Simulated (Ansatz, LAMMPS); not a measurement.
# Glassy 67P2O5-33MgO (mol %) (80 atoms): a short ab initio trajectory

How do the atoms of glassy 67P2O5-33MgO (mol %) (80 atoms) move, and what local order do they keep?

Method: Kohn-Sham DFT, PBE, PAW (set soft_2), plane waves, in Ansatz 0.2.0.

## (1) Set-up

The cell holds 80 atoms: 20 P, 5 Mg and 55 O. Cell: a = 9.726 Å, b = 9.726 Å, c = 9.726 Å, α = 90.0°, β = 90.0°, γ = 90.0°. 80 atoms (20 P, 5 Mg, 55 O) placed at random at 2.93 g/cm³, melted at 4000 K for 10 ps at fixed volume with the Morse and Coulomb pair potential with partial charges (Pedone, Malavasi, Menziani, Cormack and Segre, J. Phys. Chem. B 110, 11780 (2006)). Quenched from 4000 K to 300 K at 25 K/ps and fixed volume, held 5 ps.

Before any run, some limits are plain. The quench rate of 25 K/ps is orders of magnitude faster than experiment, which tends to freeze in extra defects. The starting topology of bonds comes from the classical model. Sampling is at Γ alone, for a cell whose shortest periodic width is 10 Å.

## (2) Dynamics at 400 K

A Langevin thermostat couples each atom to a heat bath, at the price of damped dynamics. The time step is 1.0 fs.

Contents of input.yaml:

```yaml
crystal:
  lattice:
    - [9.7256, 0.0, 0.0]
    - [0.0, 9.7256, 0.0]
    - [0.0, 0.0, 9.7256]
  atoms:
    - { symbol: P, position: [0.34611, 0.31192, 0.12942] }
    - { symbol: P, position: [0.08441, 0.00971, 0.93119] }
    - { symbol: P, position: [0.01987, 0.44546, 0.63396] }
    - { symbol: P, position: [0.59914, 0.41455, 0.2797] }
    [... 70 atom lines left out ...]
    - { symbol: O, position: [0.3019, 0.60268, 0.49757] }
    - { symbol: O, position: [0.04513, 0.44832, 0.94842] }
    - { symbol: O, position: [0.28827, 0.78805, 0.32927] }
    - { symbol: O, position: [0.76026, 0.73552, 0.58192] }
    - { symbol: O, position: [0.24141, 0.95707, 0.58547] }
    - { symbol: O, position: [0.91206, 0.27438, 0.06012] }
kpoints:
  mp_grid: { grid: [1, 1, 1] }
hamiltonian:
  xc: pbe
scf:
  occupations: { method: fixed }
output:
  forces: true
  stress: true
md:
  timestep: 1.0
  n_steps: 347
  ensemble: nvt_langevin
  temperature: 400
  initial_velocities: maxwell_boltzmann
  seed: 8552
```

Command:

```
> ansatz run input.yaml --threads 4 --pin off --max-ram 8192MiB --backend cpu --events-out ev --progress --plain --runs-dir out
```

Elapsed: 12 min, on 4 threads of AMD EPYC 9R45, shared host; peak memory 1.2 GiB.

The program notes that the SCF threshold is loose for the stress and it switched symmetry off.

The trajectory, sampled:

| time (fs) | T (K) | potential (meV/atom) |
| --- | --- | --- |
| 0.0 | 395 | 0.0 |
| 23.0 | 587 | -30.1 |
| 46.0 | 645 | -37.7 |
| 69.0 | 569 | -37.7 |
| 93.0 | 658 | -59.7 |
| 116.0 | 562 | -60.6 |
| 139.0 | 469 | -62.8 |
| 162.0 | 446 | -62.4 |
| 185.0 | 472 | -72.1 |
| 208.0 | 416 | -63.6 |
| 231.0 | 445 | -69.7 |
| 254.0 | 430 | -71.2 |
| 278.0 | 474 | -74.7 |
| 301.0 | 420 | -76.8 |
| 324.0 | 396 | -77.0 |
| 347.0 | 393 | -75.1 |

Mean square displacement from the first frame to the last: P 0.18 Å², Mg 0.14 Å², O 0.26 Å².

The mean square displacement by time lag:

| time lag (fs) | Mg (Å²) | O (Å²) | P (Å²) |
| --- | --- | --- | --- |
| 1.0 | 4.5e-5 | 7.7e-5 | 4.0e-5 |
| 8.0 | 0.00279 | 0.00448 | 0.00234 |
| 15.0 | 0.00909 | 0.0131 | 0.00666 |
| 22.0 | 0.0175 | 0.0227 | 0.0111 |
| 29.0 | 0.0263 | 0.0322 | 0.0152 |
| 37.0 | 0.0352 | 0.0429 | 0.0197 |
| 44.0 | 0.0414 | 0.0513 | 0.0233 |
| 51.0 | 0.0462 | 0.0583 | 0.0269 |
| 58.0 | 0.0501 | 0.0647 | 0.0310 |
| 65.0 | 0.0539 | 0.0713 | 0.0357 |
| 73.0 | 0.0581 | 0.0792 | 0.0409 |
| 80.0 | 0.0620 | 0.0858 | 0.0452 |
| 87.0 | 0.0661 | 0.0921 | 0.0491 |
| 94.0 | 0.0701 | 0.0981 | 0.0526 |
| 101.0 | 0.0738 | 0.104 | 0.0558 |
| 109.0 | 0.0775 | 0.111 | 0.0595 |
| 116.0 | 0.0802 | 0.116 | 0.0627 |
| 123.0 | 0.0825 | 0.122 | 0.0656 |
| 130.0 | 0.0842 | 0.127 | 0.0683 |
| 137.0 | 0.0856 | 0.132 | 0.0709 |
| 145.0 | 0.0866 | 0.138 | 0.0740 |
| 152.0 | 0.0873 | 0.142 | 0.0769 |
| 159.0 | 0.0875 | 0.147 | 0.0799 |
| 166.0 | 0.0870 | 0.152 | 0.0830 |
| 174.0 | 0.0861 | 0.159 | 0.0862 |

Over the second half of 347 fs the temperature averages 438 K with swings of 30 K r.m.s. From first frame to last O has the largest mean square displacement, 0.26 Å² at the end; the farthest move is 1.13 Å. The count of bonds goes from 106 in the first frame to 108 in the last, by one set of cutoffs: 2 pairs passed out of them and 4 came within. The run spans 0.35 ps, too short for its means to be equilibrium values.

## (3) Local order late in the run

The g(r) is a mean over the second half; what follows it is taken at the last frame.

Density 2.93 g/cm³, 11.50 Å³ an atom.

Mean of 14 frames. g(r), total and by pair (bins of 0.2 Å):

| r (Å) | total | O-O | O-P | O-Mg | P-P | P-Mg | Mg-Mg |
| --- | --- | --- | --- | --- | --- | --- | --- |
| 1.40 | 0.98 | 0.00 | 2.85 | 0.00 | 0.00 | 0.00 | 0.00 |
| 1.60 | 2.53 | 0.00 | 7.36 | 0.00 | 0.00 | 0.00 | 0.00 |
| 1.80 | 0.38 | 0.00 | 0.91 | 0.83 | 0.00 | 0.00 | 0.00 |
| 2.00 | 0.39 | 0.00 | 0.05 | 4.38 | 0.00 | 0.00 | 0.00 |
| 2.20 | 0.28 | 0.24 | 0.02 | 1.92 | 0.00 | 0.00 | 0.00 |
| 2.40 | 0.96 | 1.94 | 0.02 | 0.45 | 0.00 | 0.00 | 0.00 |
| 2.60 | 1.48 | 3.08 | 0.03 | 0.08 | 0.00 | 0.00 | 0.00 |
| 2.80 | 0.73 | 1.27 | 0.20 | 0.29 | 0.42 | 0.33 | 0.00 |
| 3.00 | 1.02 | 1.11 | 0.54 | 0.44 | 3.50 | 1.12 | 3.18 |
| 3.20 | 1.00 | 0.77 | 1.10 | 0.67 | 1.42 | 3.47 | 0.60 |
| 3.40 | 0.98 | 0.78 | 1.18 | 0.95 | 0.30 | 3.31 | 1.42 |
| 3.60 | 0.94 | 0.71 | 1.37 | 0.96 | 0.53 | 0.51 | 0.98 |
| 3.80 | 1.05 | 0.55 | 1.71 | 1.26 | 1.02 | 0.54 | 1.98 |
| 4.00 | 1.15 | 0.73 | 1.81 | 1.38 | 0.67 | 0.81 | 1.18 |
| 4.20 | 1.03 | 0.86 | 1.14 | 1.44 | 1.15 | 1.27 | 0.24 |
| 4.40 | 1.12 | 1.20 | 0.82 | 1.64 | 1.48 | 1.01 | 0.63 |
| 4.60 | 1.06 | 1.29 | 0.66 | 1.19 | 1.39 | 1.06 | 1.08 |
| 4.80 | 0.97 | 1.23 | 0.63 | 0.83 | 1.21 | 0.65 | 0.82 |

Bonds by pair of elements; cutoffs follow the first minimum of g(r), held within bounds set by covalent radii, and pairs that aren't listed don't count as bonded:

| pair A-B | cutoff (Å) | bonds | mean length (Å) | spread (Å) | shortest (Å) | B about A | A about B |
| --- | --- | --- | --- | --- | --- | --- | --- |
| O-P | 2.11 | 83 | 1.58 | 0.092 | 1.44 | 1.51 | 4.15 |
| O-Mg | 2.58 | 25 | 2.10 | 0.185 | 1.84 | 0.455 | 5 |

How many atoms have how many bonded neighbours:

| element | mean | 1 | 2 | 3 | 4 | 5 | 6 |
| --- | --- | --- | --- | --- | --- | --- | --- |
| Mg | 5 | 0 | 0 | 0 | 1 | 3 | 1 |
| O | 1.96 | 8 | 42 | 4 | 1 | 0 | 0 |
| P | 4.15 | 0 | 0 | 0 | 17 | 3 | 0 |

Bond angles, per cent of each kind in bins of 5°:

| angle (°) | O-P-O | O-Mg-O | P-O-P | Mg-O-P |
| --- | --- | --- | --- | --- |
| 65–70 | 0.0 | 2.0 | 0.0 | 0.0 |
| 70–75 | 0.0 | 2.0 | 0.0 | 0.0 |
| 75–80 | 0.8 | 15.7 | 0.0 | 0.0 |
| 80–85 | 3.0 | 5.9 | 0.0 | 0.0 |
| 85–90 | 2.3 | 9.8 | 0.0 | 0.0 |
| 90–95 | 6.1 | 15.7 | 0.0 | 0.0 |
| 95–100 | 11.4 | 7.8 | 0.0 | 0.0 |
| 100–105 | 15.2 | 3.9 | 0.0 | 0.0 |
| 105–110 | 17.4 | 5.9 | 0.0 | 0.0 |
| 110–115 | 22.0 | 3.9 | 0.0 | 16.0 |
| 115–120 | 9.8 | 0.0 | 3.6 | 4.0 |
| 120–125 | 5.3 | 2.0 | 0.0 | 12.0 |
| 125–130 | 3.0 | 3.9 | 7.1 | 16.0 |
| 130–135 | 1.5 | 3.9 | 10.7 | 20.0 |
| 135–140 | 0.0 | 0.0 | 14.3 | 4.0 |
| 140–145 | 0.0 | 2.0 | 35.7 | 4.0 |
| 145–150 | 0.0 | 2.0 | 7.1 | 8.0 |
| 150–155 | 0.0 | 7.8 | 0.0 | 0.0 |
| 155–160 | 0.0 | 2.0 | 10.7 | 0.0 |
| 160–165 | 0.8 | 2.0 | 0.0 | 8.0 |
| 165–170 | 0.0 | 2.0 | 7.1 | 4.0 |
| 170–175 | 0.8 | 0.0 | 3.6 | 4.0 |
| 175–180 | 0.8 | 0.0 | 0.0 | 0.0 |

Bond angles (no mean is given where the spread exceeds 20°):

| angle | count | mean (°) | spread (°) |
| --- | --- | --- | --- |
| O-P-O | 132 | 109 | 14.1 |
| O-Mg-O | 51 | - | - |
| P-O-P | 28 | 144 | 12.1 |
| Mg-O-P | 25 | 134 | 17.4 |
| Mg-O-Mg | 7 | 100 | 14.7 |

Oxygen atoms by the number of network formers (Si, P, Ge, B, Al, As, Ga) bound to them:

| network formers bound to O | O atoms | per cent |
| --- | --- | --- |
| 0 | 0 | 0 |
| 1 | 27 | 49.1 |
| 2 | 28 | 50.9 |

Network units: each former by its oxygen neighbours and how many of them bridge to another former:

| former | O neighbours | bridging O | atoms |
| --- | --- | --- | --- |
| P | 4 | 1 | 1 |
| P | 4 | 2 | 7 |
| P | 4 | 3 | 8 |
| P | 4 | 4 | 1 |
| P | 5 | 4 | 2 |
| P | 5 | 5 | 1 |

Bond length by coordination (bonds to H left out):

| element | coordination | atoms | mean bond length (Å) |
| --- | --- | --- | --- |
| Mg | 4 | 1 | 1.98 |
| Mg | 5 | 3 | 2.1 |
| Mg | 6 | 1 | 2.17 |
| O | 1 | 8 | 1.48 |
| O | 2 | 42 | 1.66 |
| O | 3 | 4 | 1.97 |
| O | 4 | 1 | 2.17 |
| P | 4 | 17 | 1.56 |
| P | 5 | 3 | 1.65 |

Rings of the network by King's shortest-path rule, up to 12 atoms, one path for each pair of neighbours; H, halogens, alkali and alkaline-earth atoms are left out, and the last column divides by all other atoms, bonded or not:

| ring size (atoms) | rings | per network atom |
| --- | --- | --- |
| 8 | 1 | 0.013 |
| 10 | 2 | 0.027 |
| 12 | 1 | 0.013 |

First main peaks of g(r), for some of the pairs, lie near 2.5 Å (O-O), 1.6 Å (O-P), 2.0 Å (O-Mg), 3.0 Å (P-P) and 3.2 Å (P-Mg). By these cutoffs 60 % of Mg atoms have 5, 76 % of O atoms have 2 and 85 % of P atoms have 4 bonded neighbours. The O-P-O angle averages 109° with a spread of 14°. 51 % of the oxygens bridge two formers (P) and 49 % are non-bridging. The commonest P unit has 4 oxygens, 3 of them shared with other formers (8 of 20 atoms). Rings of 10 atoms are the most common (50 % of those counted); sizes run from 8 to 12, where the search stops.

## (4) Single point at the last frame

The last frame is solved again with fuller output, to read the electronic structure of a thermally displaced geometry.

Contents of input.yaml:

```yaml
crystal:
  lattice:
    - [9.7256, 0.0, 0.0]
    - [0.0, 9.7256, 0.0]
    - [0.0, 0.0, 9.7256]
  atoms:
    - { symbol: P, position: [0.34147, 0.36356, 0.17791] }
    - { symbol: P, position: [0.08041, 0.04243, 0.93524] }
    - { symbol: P, position: [0.01061, 0.43889, 0.6258] }
    - { symbol: P, position: [0.63009, 0.43216, 0.26773] }
    [... 70 atom lines left out ...]
    - { symbol: O, position: [0.35843, 0.57628, 0.47738] }
    - { symbol: O, position: [0.03746, 0.47136, 0.96761] }
    - { symbol: O, position: [0.33519, 0.81602, 0.39783] }
    - { symbol: O, position: [0.7632, 0.70671, 0.56775] }
    - { symbol: O, position: [0.24941, 0.97068, 0.60315] }
    - { symbol: O, position: [0.89341, 0.28367, 0.08061] }
kpoints:
  mp_grid: { grid: [1, 1, 1] }
hamiltonian:
  xc: pbe
scf:
  occupations: { method: fixed }
output:
  forces: true
  stress: true
  populations: true
  dos:
    method: { smearing: { sigma: 0.15 } }
    de: 0.1
    projected: { site_lists: { Mg: [Mg], O: [O], P: [P] } }
  eigenvalues: true
  write_density: true
  write_potential: true
  volumetric_format: npy
  elf: true
```

Wall time 5 s (4 threads); peak memory 1.2 GiB.

The run gave:

| Item | Value |
| --- | --- |
| free energy | -55962.6299 eV |
| free energy per atom | -699.5329 eV/atom |
| SCF cycles | 10 |
| pressure | 3.854 GPa |
| r.m.s. force component | 1.066 eV/Å |
| longest force | 4.135 eV/Å |
| Fermi energy | 5.719 eV |
| gap (highest filled to lowest empty level) | 2.626 eV |
| spilling of the projection | 0.01652 |

Neighbours are counted within 2.11 Å (O-P), 2.58 Å (O-Mg), the cutoffs taken from the dynamics.

Length of the force by element and coordination:

| element | coordination | atoms | mean length of the force (eV/Å) | spread | least | most |
| --- | --- | --- | --- | --- | --- | --- |
| Mg | all | 5 | 1.22 | 0.711 | 0.462 | 2.41 |
| Mg | 4 | 1 | 0.618 | 0 | 0.618 | 0.618 |
| Mg | 5 | 3 | 1.49 | 0.799 | 0.462 | 2.41 |
| Mg | 6 | 1 | 1.03 | 0 | 1.03 | 1.03 |
| O | all | 55 | 1.50 | 0.755 | 0.339 | 3.74 |
| O | 1 | 8 | 1.19 | 0.553 | 0.497 | 2.09 |
| O | 2 | 42 | 1.55 | 0.803 | 0.339 | 3.74 |
| O | 3 | 4 | 1.37 | 0.32 | 1.15 | 1.93 |
| O | 4 | 1 | 2.16 | 0 | 2.16 | 2.16 |
| P | all | 20 | 2.08 | 1.02 | 0.335 | 4.13 |
| P | 4 | 17 | 2.13 | 1.09 | 0.335 | 4.13 |
| P | 5 | 3 | 1.83 | 0.457 | 1.20 | 2.27 |

Löwdin charges by element and coordination (they lack the spilled electrons, 0.099 e an atom on average):

| element | coordination | atoms | mean charge (e) | spread | least | most |
| --- | --- | --- | --- | --- | --- | --- |
| Mg | all | 5 | 1.64 | 0.0058 | 1.63 | 1.65 |
| Mg | 4 | 1 | 1.65 | 0 | 1.65 | 1.65 |
| Mg | 5 | 3 | 1.64 | 0.0026 | 1.64 | 1.64 |
| Mg | 6 | 1 | 1.63 | 0 | 1.63 | 1.63 |
| O | all | 55 | -0.797 | 0.0979 | -1.01 | -0.645 |
| O | 1 | 8 | -0.807 | 0.0331 | -0.875 | -0.774 |
| O | 2 | 42 | -0.777 | 0.095 | -0.974 | -0.645 |
| O | 3 | 4 | -0.955 | 0.0432 | -1.01 | -0.892 |
| O | 4 | 1 | -0.920 | 0 | -0.920 | -0.920 |
| P | all | 20 | 2.18 | 0.0457 | 2.07 | 2.26 |
| P | 4 | 17 | 2.18 | 0.0484 | 2.07 | 2.26 |
| P | 5 | 3 | 2.19 | 0.0196 | 2.17 | 2.21 |

Density of states as counts of states in windows of 1 eV (from the Fermi level), total and the larger projections:

| from (eV) | to (eV) | total | O p | P p | O s |
| --- | --- | --- | --- | --- | --- |
| -18 | -17 | 6.8 | 0.3 | 1.3 | 5.1 |
| -17 | -16 | 0.2 | 0.0 | 0.0 | 0.2 |
| -16 | -15 | 0.0 | 0.0 | 0.0 | 0.0 |
| -15 | -14 | 3.9 | 2.2 | 0.4 | 0.5 |
| -14 | -13 | 6.5 | 3.7 | 0.8 | 0.8 |
| -13 | -12 | 6.8 | 4.1 | 1.0 | 0.7 |
| -12 | -11 | 11.0 | 7.0 | 2.2 | 0.8 |
| -11 | -10 | 10.7 | 7.0 | 2.4 | 0.6 |
| -10 | -9 | 11.4 | 7.7 | 2.7 | 0.4 |
| -9 | -8 | 9.4 | 6.5 | 1.2 | 1.0 |
| -8 | -7 | 24.2 | 17.9 | 2.5 | 2.4 |
| -7 | -6 | 37.2 | 29.4 | 3.1 | 3.1 |
| -6 | -5 | 37.4 | 32.2 | 2.1 | 1.8 |
| -5 | -4 | 46.3 | 41.3 | 1.9 | 1.7 |
| -4 | -3 | 42.8 | 39.1 | 1.4 | 1.1 |
| -3 | -2 | 44.9 | 42.1 | 1.2 | 0.6 |
| -2 | -1 | 27.2 | 25.6 | 0.7 | 0.2 |
| -1 | 0 | 9.3 | 8.8 | 0.2 | 0.1 |
| 0 | 1 | 1.1 | 1.0 | 0.0 | 0.0 |
| 1 | 2 | 0.0 | 0.0 | 0.0 | 0.0 |
| 2 | 3 | 2.0 | 0.3 | 0.1 | 0.5 |
| 3 | 4 | 7.0 | 1.4 | 1.6 | 1.0 |
| 4 | 5 | 12.2 | 2.3 | 3.6 | 1.6 |

With fixed occupations the program's Fermi level is the highest filled level; weight inside the gap is the broadening of levels at its edges.

Between -26 and -18 eV lie 103 more states.

The stored curve holds about 440 of the 480 electrons; the rest, give or take the few that broadening carries across the Fermi level, lie in deeper levels below its range.

The levels nearest the highest filled one (over half full), pooled over k-points and spins:

| level less the highest filled one (eV) | occupation |
| --- | --- |
| -1.04 | 2 |
| -0.984 | 2 |
| -0.835 | 2 |
| -0.630 | 2 |
| -0.527 | 2 |
| 0 | 2 |
| 2.63 | 0 |
| 3.46 | 0 |
| 3.56 | 0 |
| 3.83 | 0 |
| 3.98 | 0 |
| 4.30 | 0 |

Mean Löwdin charges: Mg +1.64, O -0.80, P +2.18 e (they miss 1.7 % of the electrons, so they add up to more than the cell's charge).

## (5) Outcome

```
mean temperature, second half                    : 438.3 K
temperature swing, second half                   : 30.46 K
mean pressure, second half                       : 4.437 GPa
free energy per atom                             : -699.5329 eV/atom
pressure                                         : 3.854 GPa
r.m.s. force component                           : 1.066 eV/Å
gap (highest filled to lowest empty level) : 2.626 eV
wall time of the 2 DFT runs                      : 12 min
```

**Reading.** Over the second half of 347 fs the temperature averages 438 K with swings of 30 K r.m.s. The count of bonds goes from 106 in the first frame to 108 in the last, by one set of cutoffs: 2 pairs passed out of them and 4 came within. The run spans 0.35 ps, too short for its means to be equilibrium values. Counting bonds as in the table, 60 % of Mg atoms have 5, 76 % of O atoms have 2 and 85 % of P atoms have 4 bonded neighbours. 51 % of the oxygens bridge two formers (P) and 49 % are non-bridging. Between filled and empty levels lie 2.63 eV (at Γ alone); a semilocal functional tends to put such gaps too low. In a disordered cell it changes from sample to sample, and tail or defect levels can set it.

Caveats: The network of bonds at the start is that of the classical potential that made the cell; in DFT 2 of its 106 bonded pairs passed out of the cutoffs and 4 came within them. The stress is far from hydrostatic: its diagonal is 1.5, 6.2, 3.9 GPa, compression counted positive. The pressure of 3.9 GPa is that of one thermal frame at a volume set beforehand, without the kinetic term.

[Logs are printed without paths, hosts, clocks, repeated set-up lines and the standing remarks that a program may print on its own settings, such as how far it seeks lower states.]

[Hosts, paths, dates, database ids (printed as entryN), source tags and the programs' standing remarks are cut or masked in the printed files.]
